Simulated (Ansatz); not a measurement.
# Y on Ni(111): change of the work function

How does one ordered layer of Y (hcp site) change the work function of Ni(111), and what dipole does each adsorbate carry?

Program: Ansatz 0.2.0. Level of theory: plane-wave DFT, PBE-D3(BJ), Ansatz PAW. Results are calculated unless marked as measured.

## (1) The starting structure

The cell holds 4 atoms: 4 Ni. Cell: a = 2.489 Å, b = 2.489 Å, c = 24.097 Å, α = 90.0°, β = 90.0°, γ = 60.0°. Vacuum lies along c.

As a file:

```cif
data_structure
_symmetry_space_group_name_H-M 'P 1'
_symmetry_Int_Tables_number 1
_cell_length_a 2.4890
_cell_length_b 2.4890
_cell_length_c 24.0968
_cell_angle_alpha 90.000
_cell_angle_beta 90.000
_cell_angle_gamma 60.000
_cell_volume 129.28
loop_
_atom_site_label
_atom_site_type_symbol
_atom_site_fract_x
_atom_site_fract_y
_atom_site_fract_z
_atom_site_occupancy
Ni1 Ni 0.00000 0.00000 0.37349 1
Ni2 Ni 0.33333 0.33333 0.45783 1
Ni3 Ni 0.66667 0.66667 0.54217 1
Ni4 Ni 0.00000 0.00000 0.62651 1
```

## (2) The clean slab

The bare slab comes first, as the zero from which every change is counted. The two lowest layers are held at bulk places and the upper ones relax. The dipole correction removes the false field that a one-sided slab makes across the periodic vacuum, so each face gets a flat vacuum level of its own.

input.yaml reads:

```yaml
crystal:
  lattice:
    - [2.4890158698, 0.0, 0.0]
    - [1.2445079349, 2.1555509736, 0.0]
    - [0.0, 0.0, 24.0968188426]
  atoms:
    - { symbol: Ni, position: [0.0, 0.0, 0.3734932839], spin: 0.7 }
    - { symbol: Ni, position: [0.3333333333, 0.3333333333, 0.4578310946], spin: 0.7 }
    - { symbol: Ni, position: [0.6666666667, 0.6666666667, 0.5421689054], spin: 0.7 }
    - { symbol: Ni, position: [0.0, 0.0, 0.6265067161], spin: 0.7 }
magnetization:
  spin_polarized: true
kpoints:
  mp_grid: { grid: [14, 14, 1] }
hamiltonian:
  xc: pbe
  dispersion: d3bj
scf:
  occupations: { method: fermi_dirac, width: 0.1 }
  convergence: { dr2_threshold: 1.0e-08 }
efield:
  axis: 3
  dipole_correction: true
  ramp_position: 0.97
  ramp_width: 0.06
relax:
  f_tol: 0.02
  max_steps: 60
  constraints: [{ sites: [0, 1] }]
output:
  write_potential: true
  write_density: true
  volumetric_format: npy
```

On the command line:

```
> ansatz run input.yaml --threads 4 --pin off --max-ram 12288MiB --backend cpu --events-out ev --progress --plain --runs-dir out
```

Numbers of over 12 decimals in the logs are rounded to 6 here.

The log of the run:

```text
Engine: ansatz 0.2.0, aarch64-unknown-linux-gnu
Pseudopotentials: kind: paw
Pseudopotential: Ni, paw, valence charge 18, recommended cutoff 420 eV (normal), Ni.paw.azcp
Functional definition: PBE
  parameter kappa = 0.804
  parameter beta = 0.066725
  exchange = pbe_x(kappa = kappa, mu = beta*pi^2/3)
  correlation = pbe_c(beta = beta)
Crystal: 4 atoms, lattice volume = 129.284 Å³
Basis set: ecut = 420 eV, 2439 PW (Γ), exchange–correlation on 36×36×324 points (8 copies of the dense FFT grid, shifted against one another)
Bands: 45, of which v1, the nominal top of the filled ones, is band 36 counted from 1 (35 counted from 0)
Symmetry: 6 space group operations
k-points: 24 of 196 (time reversal used)
Non-local potential: Ni, projectors of the file, l = 0: 3, l = 1: 2, l = 2: 3, l = 3: 1
PAW form: soft (Blöchl's): semilocal exchange-correlation on the pseudo side does not see the compensation charge
PAW one-centre angular grid: Ni, 590 points (default); XC on 64 Gauss nodes
Initial density: superposition of atomic densities (neutral atoms: chi_scale 0, normalization atom)
Starting moments: Σ|m| = 2.8 μB on 4 of 4 sites
Initial wavefunctions: pseudopotential atomic-orbital guess
Functional: x = pbe(κ = 0.804, μ = 0.219515), c = pbe(β = 0.066725)
SCF iter   1: F=—  HF=-23355.315482 eV  |F-HF|=—  |Δ(HF+E_count)|=         —  Δρ=2.85e-2 (↑1.10e-2 ↓2.85e-2)  dr2=2.68e0  dr2_m=2.61e-1  M=2.977 μB ∫|m|=3.128 μB  β_m=1.00  ethr=3.10e-3  p=0.000 e·Å  D=3.58e-13 V/Å  ΔV_dip=-0.00 eV  dr2_dipole=2.68e-7  V_vac-E_F(+/−)=7.25/7.25 eV  ⟨swp⟩=11.4  Hψ=11064  notcnv=0  defer=16
Mixer restart at iter 1: flushing history
efield: sawtooth ramp at fractional position 0.9700 (set: `efield.ramp_position`, or a place that a band, a saddle search or an elastic batch's reference lends), width 0.0600; the density the first Hamiltonian is built on has a dipole p = 0.000 e·Å; the dipole correction subtracts the counter field D = 3.58e-13 V/Å, which shifts the + side's vacuum level by -0.00 eV against the − side's; the planar-averaged density in the ramp window peaks in size at 7.6e-6 e/Å³
preconditioner: auto → LDOS  [metal: Δε(μ)=0.028 eV  Ē_g=7.188 eV  σ=0.100 eV  W_gap=0.07  n_scr=18 (ndim 8)  ℏωp=20.7 eV  f_vac=0.604  D(μ)=7.98/eV (n_scr^D=102)]
spin=Collinear: LDOS preconditioning applied to the charge; magnetization (m = ρ↑ − ρ↓) channel mixes plain (no charge-response kernel on spin).
SCF iter   2: F=—  HF=-23355.900916 eV  |F-HF|=—  |Δ(HF+E_count)|=   5.85e-1  Δρ=1.19e-2 (↑1.19e-2 ↓9.64e-3)  dr2=4.67e-1  dr2_m=4.72e-3  M=2.910 μB ∫|m|=3.210 μB  β_m=0.32  ethr=3.10e-3  p=0.000 e·Å  D=1.06e-5 V/Å  ΔV_dip=-0.00 eV  dr2_dipole=4.92e-8  V_vac-E_F(+/−)=6.42/6.42 eV  ⟨swp⟩=2.6  Hψ=3776  notcnv=0  defer=43
density mixer auto → msr1: a metal under ldos (density of states about μ 3.83 of a free-electron gas's, 18 screened modes)
SCF iter   3: F=—  HF=-23357.256043 eV  |F-HF|=—  |Δ(HF+E_count)|=    1.36e0  Δρ=6.15e-3 (↑6.15e-3 ↓5.14e-3)  dr2=1.19e-1  dr2_m=4.38e-3  M=2.898 μB ∫|m|=3.229 μB  β_m=0.52  ethr=6.49e-4  p=-0.000 e·Å  D=-4.49e-7 V/Å  ΔV_dip=0.00 eV  dr2_dipole=6.74e-9  V_vac-E_F(+/−)=5.98/5.98 eV  ⟨swp⟩=3.0  Hψ=3603  notcnv=0  defer=44
SCF iter   4: F=—  HF=-23358.746709 eV  |F-HF|=—  |Δ(HF+E_count)|=         —  Δρ=6.67e-3 (↑4.31e-3 ↓6.67e-3)  dr2=1.00e-1  dr2_m=2.96e-3  M=2.797 μB ∫|m|=3.188 μB  β_m=0.52  ethr=1.66e-4  p=-0.000 e·Å  D=-2.92e-6 V/Å  ΔV_dip=0.00 eV  dr2_dipole=2.50e-10  V_vac-E_F(+/−)=5.42/5.42 eV  ⟨swp⟩=3.6  Hψ=4862  notcnv=0  defer=46
SCF iter   5: F=—  HF=-23359.007238 eV  |F-HF|=—  |Δ(HF+E_count)|=   2.61e-1  Δρ=4.67e-3 (↑1.51e-3 ↓4.67e-3)  dr2=3.11e-2  dr2_m=4.46e-3  M=2.719 μB ∫|m|=3.115 μB  β_m=0.76  ethr=1.39e-4  p=-0.000 e·Å  D=-3.64e-6 V/Å  ΔV_dip=0.00 eV  dr2_dipole=4.69e-10  V_vac-E_F(+/−)=5.24/5.24 eV  ⟨swp⟩=2.3  Hψ=3469  notcnv=0  defer=48
SCF iter   6: F=—  HF=-23359.061646 eV  |F-HF|=—  |Δ(HF+E_count)|=   5.44e-2  Δρ=2.76e-3 (↑1.29e-3 ↓2.76e-3)  dr2=1.18e-2  dr2_m=1.15e-3  M=2.657 μB ∫|m|=3.052 μB  β_m=0.84  ethr=4.33e-5  p=0.000 e·Å  D=2.88e-6 V/Å  ΔV_dip=-0.00 eV  dr2_dipole=8.36e-9  V_vac-E_F(+/−)=5.15/5.15 eV  ⟨swp⟩=2.2  Hψ=3541  notcnv=0  defer=49
SCF iter   7: F=—  HF=-23359.061944 eV  |F-HF|=—  |Δ(HF+E_count)|=   2.98e-4  Δρ=2.23e-3 (↑1.43e-3 ↓2.23e-3)  dr2=9.75e-3  dr2_m=3.94e-4  M=2.651 μB ∫|m|=3.047 μB  β_m=0.69  ethr=1.64e-5  p=-0.000 e·Å  D=-8.57e-6 V/Å  ΔV_dip=0.00 eV  dr2_dipole=2.23e-8  V_vac-E_F(+/−)=5.06/5.06 eV  ⟨swp⟩=2.5  Hψ=4469  notcnv=0  defer=56
SCF iter   8: F=—  HF=-23359.060853 eV  |F-HF|=—  |Δ(HF+E_count)|=   1.09e-3  Δρ=4.63e-4 (↑1.58e-4 ↓4.63e-4)  dr2=2.68e-4  dr2_m=3.35e-5  M=2.651 μB ∫|m|=3.048 μB  β_m=0.70  ethr=1.35e-5  p=0.000 e·Å  D=2.07e-6 V/Å  ΔV_dip=-0.00 eV  dr2_dipole=2.40e-10  V_vac-E_F(+/−)=5.09/5.09 eV  ⟨swp⟩=2.0  Hψ=3208  notcnv=0  defer=54
SCF iter   9: F=—  HF=-23359.060849 eV  |F-HF|=—  |Δ(HF+E_count)|=   4.00e-6  Δρ=8.51e-5 (↑8.51e-5 ↓7.74e-5)  dr2=2.16e-5  dr2_m=6.01e-6  M=2.652 μB ∫|m|=3.050 μB  β_m=0.64  ethr=3.72e-7  p=-0.000 e·Å  D=-4.05e-6 V/Å  ΔV_dip=0.00 eV  dr2_dipole=1.23e-9  V_vac-E_F(+/−)=5.09/5.09 eV  ⟨swp⟩=3.4  Hψ=4841  notcnv=0  defer=54
SCF iter  10: F=—  HF=-23359.060844 eV  |F-HF|=—  |Δ(HF+E_count)|=   4.86e-6  Δρ=4.34e-5 (↑4.34e-5 ↓3.18e-5)  dr2=3.73e-6  dr2_m=5.67e-7  M=2.651 μB ∫|m|=3.050 μB  β_m=0.79  ethr=3.00e-8  p=0.000 e·Å  D=2.81e-6 V/Å  ΔV_dip=-0.00 eV  dr2_dipole=4.56e-8  V_vac-E_F(+/−)=5.08/5.08 eV  ⟨swp⟩=2.0  Hψ=3088  notcnv=0  defer=54
SCF iter  11: F=—  HF=-23359.060846 eV  |F-HF|=—  |Δ(HF+E_count)|=   1.16e-6  Δρ=2.39e-5 (↑2.01e-5 ↓2.39e-5)  dr2=1.16e-6  dr2_m=1.65e-7  M=2.651 μB ∫|m|=3.051 μB  β_m=0.79  ethr=5.18e-9  p=-0.000 e·Å  D=-5.80e-6 V/Å  ΔV_dip=0.00 eV  dr2_dipole=3.00e-8  V_vac-E_F(+/−)=5.08/5.08 eV  ⟨swp⟩=2.2  Hψ=3013  notcnv=0  defer=54
SCF iter  12: F=—  HF=-23359.060846 eV  |F-HF|=—  |Δ(HF+E_count)|=   4.70e-7  Δρ=1.60e-5 (↑1.17e-5 ↓1.60e-5)  dr2=6.14e-7  dr2_m=6.59e-8  M=2.651 μB ∫|m|=3.051 μB  β_m=0.64  ethr=1.61e-9  p=0.000 e·Å  D=9.63e-6 V/Å  ΔV_dip=-0.00 eV  dr2_dipole=4.79e-8  V_vac-E_F(+/−)=5.08/5.08 eV  ⟨swp⟩=2.0  Hψ=3486  notcnv=0  defer=54
SCF iter  13: F=—  HF=-23359.060846 eV  |F-HF|=—  |Δ(HF+E_count)|=   1.15e-7  Δρ=6.86e-6 (↑4.57e-6 ↓6.86e-6)  dr2=7.69e-8  dr2_m=1.63e-8  M=2.651 μB ∫|m|=3.051 μB  β_m=0.64  ethr=8.53e-10  p=-0.000 e·Å  D=-3.20e-6 V/Å  ΔV_dip=0.00 eV  dr2_dipole=3.09e-10  V_vac-E_F(+/−)=5.08/5.08 eV  ⟨swp⟩=2.4  Hψ=3689  notcnv=0  defer=54
[...]
SCF iter   4: F=—  HF=-23359.069532 eV  |F-HF|=—  |Δ(HF+E_count)|=   5.17e-4  Δρ=6.59e-4 (↑6.59e-4 ↓2.65e-4)  dr2=4.29e-4  dr2_m=1.79e-4  M=2.644 μB ∫|m|=3.038 μB  β_m=0.47  ethr=2.05e-6  p=0.001 e·Å  D=1.78e-3 V/Å  ΔV_dip=-0.04 eV  dr2_dipole=8.30e-5  V_vac-E_F(+/−)=5.04/5.08 eV  ⟨swp⟩=2.3  Hψ=3246  notcnv=0  defer=57
SCF iter   5: F=—  HF=-23359.069508 eV  |F-HF|=—  |Δ(HF+E_count)|=   2.45e-5  Δρ=2.94e-4 (↑1.11e-4 ↓2.94e-4)  dr2=9.89e-5  dr2_m=4.05e-5  M=2.643 μB ∫|m|=3.037 μB  β_m=0.51  ethr=5.96e-7  p=0.001 e·Å  D=1.06e-3 V/Å  ΔV_dip=-0.03 eV  dr2_dipole=2.72e-5  V_vac-E_F(+/−)=5.05/5.08 eV  ⟨swp⟩=2.0  Hψ=3143  notcnv=0  defer=57
SCF iter   6: F=—  HF=-23359.069506 eV  |F-HF|=—  |Δ(HF+E_count)|=   1.97e-6  Δρ=1.08e-4 (↑1.08e-4 ↓9.70e-5)  dr2=2.09e-5  dr2_m=9.49e-6  M=2.642 μB ∫|m|=3.037 μB  β_m=0.62  ethr=1.37e-7  p=0.001 e·Å  D=8.86e-4 V/Å  ΔV_dip=-0.02 eV  dr2_dipole=7.79e-6  V_vac-E_F(+/−)=5.06/5.08 eV  ⟨swp⟩=2.0  Hψ=3088  notcnv=0  defer=57
SCF iter   7: F=—  HF=-23359.069511 eV  |F-HF|=—  |Δ(HF+E_count)|=   5.02e-6  Δρ=3.72e-5 (↑3.72e-5 ↓3.42e-5)  dr2=9.27e-6  dr2_m=5.11e-7  M=2.642 μB ∫|m|=3.036 μB  β_m=0.54  ethr=2.90e-8  p=0.000 e·Å  D=5.39e-4 V/Å  ΔV_dip=-0.01 eV  dr2_dipole=2.96e-6  V_vac-E_F(+/−)=5.07/5.08 eV  ⟨swp⟩=2.3  Hψ=3494  notcnv=0  defer=57
SCF iter   8: F=—  HF=-23359.069510 eV  |F-HF|=—  |Δ(HF+E_count)|=   8.66e-7  Δρ=1.43e-5 (↑1.43e-5 ↓1.19e-5)  dr2=5.67e-7  dr2_m=1.32e-7  M=2.642 μB ∫|m|=3.036 μB  β_m=0.55  ethr=1.29e-8  p=0.000 e·Å  D=5.62e-4 V/Å  ΔV_dip=-0.01 eV  dr2_dipole=1.10e-7  V_vac-E_F(+/−)=5.07/5.08 eV  ⟨swp⟩=2.1  Hψ=2957  notcnv=0  defer=57
SCF iter   9: F=—  HF=-23359.069510 eV  |F-HF|=—  |Δ(HF+E_count)|=   8.64e-8  Δρ=8.77e-6 (↑3.87e-6 ↓8.77e-6)  dr2=1.21e-7  dr2_m=3.73e-8  M=2.642 μB ∫|m|=3.036 μB  β_m=0.71  ethr=7.87e-10  p=0.000 e·Å  D=5.52e-4 V/Å  ΔV_dip=-0.01 eV  dr2_dipole=2.14e-8  V_vac-E_F(+/−)=5.07/5.08 eV  ⟨swp⟩=2.2  Hψ=3473  notcnv=0  defer=57
SCF iter  10: F=—  HF=-23359.069510 eV  |F-HF|=—  |Δ(HF+E_count)|=   5.59e-8  Δρ=5.14e-6 (↑5.14e-6 ↓5.11e-6)  dr2=8.45e-8  dr2_m=6.46e-9  M=2.642 μB ∫|m|=3.036 μB  β_m=0.62  ethr=1.69e-10  p=0.000 e·Å  D=5.37e-4 V/Å  ΔV_dip=-0.01 eV  dr2_dipole=3.36e-9  V_vac-E_F(+/−)=5.07/5.08 eV  ⟨swp⟩=2.0  Hψ=3154  notcnv=0  defer=57
SCF iter  11: F=—  HF=-23359.069510 eV  |F-HF|=—  |Δ(HF+E_count)|=   1.32e-9  Δρ=3.43e-6 (↑1.37e-6 ↓3.43e-6)  dr2=2.04e-8  dr2_m=1.83e-9  M=2.642 μB ∫|m|=3.036 μB  β_m=0.52  ethr=1.17e-10  p=0.000 e·Å  D=5.35e-4 V/Å  ΔV_dip=-0.01 eV  dr2_dipole=1.61e-9  V_vac-E_F(+/−)=5.07/5.08 eV  ⟨swp⟩=2.0  Hψ=3124  notcnv=0  defer=57
SCF iter  12: F=—  HF=-23359.069510 eV  |F-HF|=—  |Δ(HF+E_count)|=   5.25e-9  Δρ=1.25e-6 (↑1.25e-6 ↓1.17e-6)  dr2=3.32e-9  dr2_m=5.32e-10  M=2.642 μB ∫|m|=3.036 μB  β_m=0.48  ethr=2.83e-11  p=0.000 e·Å  D=5.34e-4 V/Å  ΔV_dip=-0.01 eV  dr2_dipole=2.61e-10  V_vac-E_F(+/−)=5.07/5.08 eV  ⟨swp⟩=2.6  Hψ=3706  notcnv=0  defer=57
SCF iter  13: F=—  HF=-23359.069510 eV  |F-HF|=—  |Δ(HF+E_count)|=   2.57e-9  Δρ=2.14e-6 (↑8.36e-7 ↓2.14e-6)  dr2=2.67e-8  dr2_m=5.64e-10  M=2.642 μB ∫|m|=3.036 μB  β_m=0.63  ethr=4.61e-12  p=0.000 e·Å  D=5.34e-4 V/Å  ΔV_dip=-0.01 eV  dr2_dipole=6.21e-9  V_vac-E_F(+/−)=5.07/5.08 eV  ⟨swp⟩=2.2  Hψ=3011  notcnv=0  defer=57
SCF iter  14: F=—  HF=-23359.069510 eV  |F-HF|=—  |Δ(HF+E_count)|=   1.34e-9  Δρ=1.71e-6 (↑5.20e-7 ↓1.71e-6)  dr2=1.62e-8  dr2_m=4.44e-10  M=2.642 μB ∫|m|=3.036 μB  β_m=0.53  ethr=4.61e-12  p=0.000 e·Å  D=5.34e-4 V/Å  ΔV_dip=-0.01 eV  dr2_dipole=4.34e-9  V_vac-E_F(+/−)=5.07/5.08 eV  ⟨swp⟩=1.0  Hψ=2160  notcnv=0  defer=57
SCF iter  15: F=-23359.069510 eV  HF=-23359.069510 eV  |F-HF|=1.03e-9  |Δ(HF+E_count)|=  9.09e-11  Δρ=3.41e-7 (↑8.93e-8 ↓3.41e-7)  dr2=7.70e-10  dr2_m=2.22e-11  M=2.642 μB ∫|m|=3.036 μB  ethr=4.61e-12  p=0.000 e·Å  D=5.34e-4 V/Å  ΔV_dip=-0.01 eV  dr2_dipole=2.46e-10  V_vac-E_F(+/−)=5.07/5.08 eV  ⟨swp⟩=7.1  Hψ=11543  notcnv=0
SCF 3 converged in 15 iterations: F = -23359.069510 eV  dr2 = 7.70e-10
relax step   3: F+E_penalty+E_count = -23359.06951032 eV  Δ(F+E_penalty+E_count) = -2.807e-3 eV  max|allowed force component| = 5.839e-3 eV/Å  Δτ_max = 0.0451 Å  (15 SCF iters, accepted)
NSCF: frozen V_eff on 24 k-points
the band table was solved once a step of the walk had ended and its energy, with any forces and stress, was formed, with the checks that follow a solve (11466 applications of the Hamiltonian). They found nothing against the state; the energy, forces and stress were not computed again (output.eigenvalues in the input reference)
WARN: The output density's exchange-correlation potential varies sharply where the density is thin. Do not read a vacuum level from v_tot or v_xc, or from such a field of the output density. On a cell that repeats whose density bears no net charge and no dipole along the vacuum's axis use v_es (v_loc + v_h of the components); under efield.dipole_correction with no amplitude use v_es + v_field, which holds any externa [...]
SCF converged after 15 iterations
Magnetization: 2.6418 μB (37.3209 up, 34.6791 down)
Absolute magnetization: 3.0392 μB (∫|ρ↑−ρ↓|, with the PAW one-centre terms)
Spin contamination: 0.0388 ħ² per cell (⟨S²⟩ above its minimum at these occupations)
Per-site moments (μB) at R_I (Å): [(0.698096, 1.026719), (0.704543, 1.013399), (0.705062, 1.013399), (0.700440, 1.013699)]
Free energy (F): -23359.069510 eV
Harris-Foulkes:  -23359.069510 eV  (|F-HF|=1.03e-9)
Internal energy: -23358.838363 eV  (E = F + TS)
E sigma→0 (E₀):  -23358.953937 eV
Entropy (-TS):   -0.231148 eV (-57.787 meV/atom)
Fermi energy:    2.808779 eV
Dipole field:    D = 0.000508 V/Å  (p = 0.000363 e·Å, saw-weighted, corrected)
Work function:   Φ+ = 5.0681 eV   Φ− = 5.0803 eV
Levels:          The Fermi level and band energies are counted from a zero that moves with the ramp; work functions are not
--- Per-component energies (eV) ---
  E_band       = -2233.934849
  E_kinetic    = 1126.562131
  E_local      = -173762.682775  (includes V_loc(G=0)·N_el)
  E_nonlocal   = 2547.153113
  E_hartree    = 85198.175867
  E_xc         = -336.565383
  E_vxc        = -433.743990  (∫ρ·V_xc dr)
  E_paw        = -6522.575233  (= ΣΔE_a)
  E_vpaw       = -2107.578017  (= ΣTr[D̂ρ^β])
  E_aug_tail   = 0.002108  (compensation charges beyond the density's cutoff)
  E_efield     = 0.000000  (sawtooth field / dipole correction)
  E_vefield    = 0.001081  (∫n·V_field dr)
  E_ewald      = 68392.466265
  E_disp       = -1.374455  (pairwise vdW)
  E_smearing   = -0.231148  (= −TS)
  E_closure    = 0.000000  (closes the sum)
  Σ components = -23359.069510   (vs F -23359.069510, Δ=0.00e0)
--- Forces (eV/Å), atoms counted from 1 ---
  atom   1  Ni    -0.00000000     0.00000000     0.20296328
  atom   2  Ni    -0.00000000     0.00000000    -0.20953815
  atom   3  Ni     0.00000000     0.00000000     0.00074488
  atom   4  Ni    -0.00000000     0.00000000     0.00583874
  max |Σ_I F_I| component: 8.74e-6 eV/Å
--- Band table (eV; the first three rows and the last of 48) ---
  k-point 0 ↑: bands = [... 32 lower, 1.4881, 1.6417, 1.6417, 2.0180, 2.0180, 2.1368, 2.1879, 2.1879, ... 5 higher]
  k-point 1 ↑: bands = [... 32 lower, 1.4410, 1.5706, 1.6591, 1.7407, 1.8543, 2.0157, 2.1909, 2.6961, ... 5 higher]
  k-point 2 ↑: bands = [... 32 lower, 1.2722, 1.3810, 1.5005, 1.6737, 2.0103, 2.0787, 2.1985, 3.4152, ... 5 higher]
  k-point 23 ↓: bands = [... 32 lower, 2.7279, 2.8506, 2.9109, 2.9474, 7.1573, 7.5082, 8.0667, 8.6953, ... 5 higher]
--- Relaxed structure (3 steps of the walk, 3 accepted, 0 SCFs on fresh bases) ---
  F+E_penalty+E_count = -23359.06951032 eV   max|allowed force component| = 5.839e-3 eV/Å
  atoms:
    - { symbol: Ni, position: [0.0, 0.0, 0.373493] }
    - { symbol: Ni, position: [0.333333, 0.333333, 0.4578310946] }
    - { symbol: Ni, position: [0.666667, 0.666667, 0.540522] }
    - { symbol: Ni, position: [0, 0.0, 0.623251] }
```

Run time: 37 s. Hardware: 4 threads of Arm Neoverse V1, shared host; peak memory 0.55 GiB; 2.4 min of CPU time.

Relaxation path:

```
step  energy less that of the first step (eV)  largest force component (eV/Å)
   1                                   0.0000                          0.2167
   2                                  -0.0059                          0.1266
   3                                  -0.0087                          0.0058
```

The run keeps the 6 symmetry operations that it works with, so distortions that break them were not tested.

The atoms that moved most (Å):

```
atom     dx     dy      dz  length
 Ni4  0.000  0.000  -0.078   0.078
 Ni3  0.000  0.000  -0.040   0.040
```

Numbers from this step:

```yaml
energy_at_zero_smearing: -23358.9539 eV
total_moment: 2.642 μB
site_moments: 0.6981, 0.7045, 0.7051, 0.7004 μB
work_function_upper_face: 5.068 eV
dipole_along_the_normal: 3.63e-4 e·Å
```

Running mean over 2.032 Å of the planar mean; the ramp of the sawtooth is left out. The electron's electrostatic potential energy less the Fermi level by z:

```
z (Å)  electron's electrostatic potential energy less the Fermi level (eV)
  3.0                                                                 5.08
  3.5                                                                 5.08
  4.0                                                                 5.08
  4.5                                                                 5.08
  5.0                                                                 5.08
  5.5                                                                 5.07
  6.0                                                                 5.03
  6.5                                                                 4.89
  7.0                                                                 4.40
  7.5                                                                 2.24
  8.0                                                                -3.19
  8.5                                                                -8.38
  9.0                                                                -10.0
  9.5                                                                -10.3
 10.0                                                                -10.3
 10.5                                                                -10.4
 11.0                                                                -10.4
 11.5                                                                -10.7
 12.0                                                                -10.9
 12.5                                                                -10.7
 13.0                                                                -10.5
 13.5                                                                -10.6
 14.0                                                                -10.8
 14.5                                                                -10.6
 15.0                                                                -10.1
 15.5                                                                -8.52
 16.0                                                                -3.43
 16.5                                                                 2.11
 17.0                                                                 4.34
 17.5                                                                 4.87
 18.0                                                                 5.02
 18.5                                                                 5.05
 19.0                                                                 5.06
 19.5                                                                 5.07
 20.0                                                                 5.07
 20.5                                                                 5.07
 21.0                                                                 5.07
```

Site moment by atom:

```
atom  site moment (μB)
 Ni1             0.698
 Ni2             0.705
 Ni3             0.705
 Ni4             0.700
```

The relaxation took 3 steps and lowered the energy by 0.0087 eV; the largest force on the free atoms ends at 0.0058 eV/Å.

The work function of the upper face is 5.07 eV.

(Continued in part 2 of 5.)

[Logs are printed without paths, hosts, clocks, repeated set-up lines and the standing remarks that a program may print on its own settings, such as how far it seeks lower states.]

[Hosts, paths, dates, database ids (printed as entryN), source tags and the programs' standing remarks are cut or masked in the printed files.]

[Maps of the electrostatic potential energy from Ansatz leave out the sawtooth potential of an applied field or a dipole correction, so their vacuum need not be flat; planar profiles and work functions include it.]
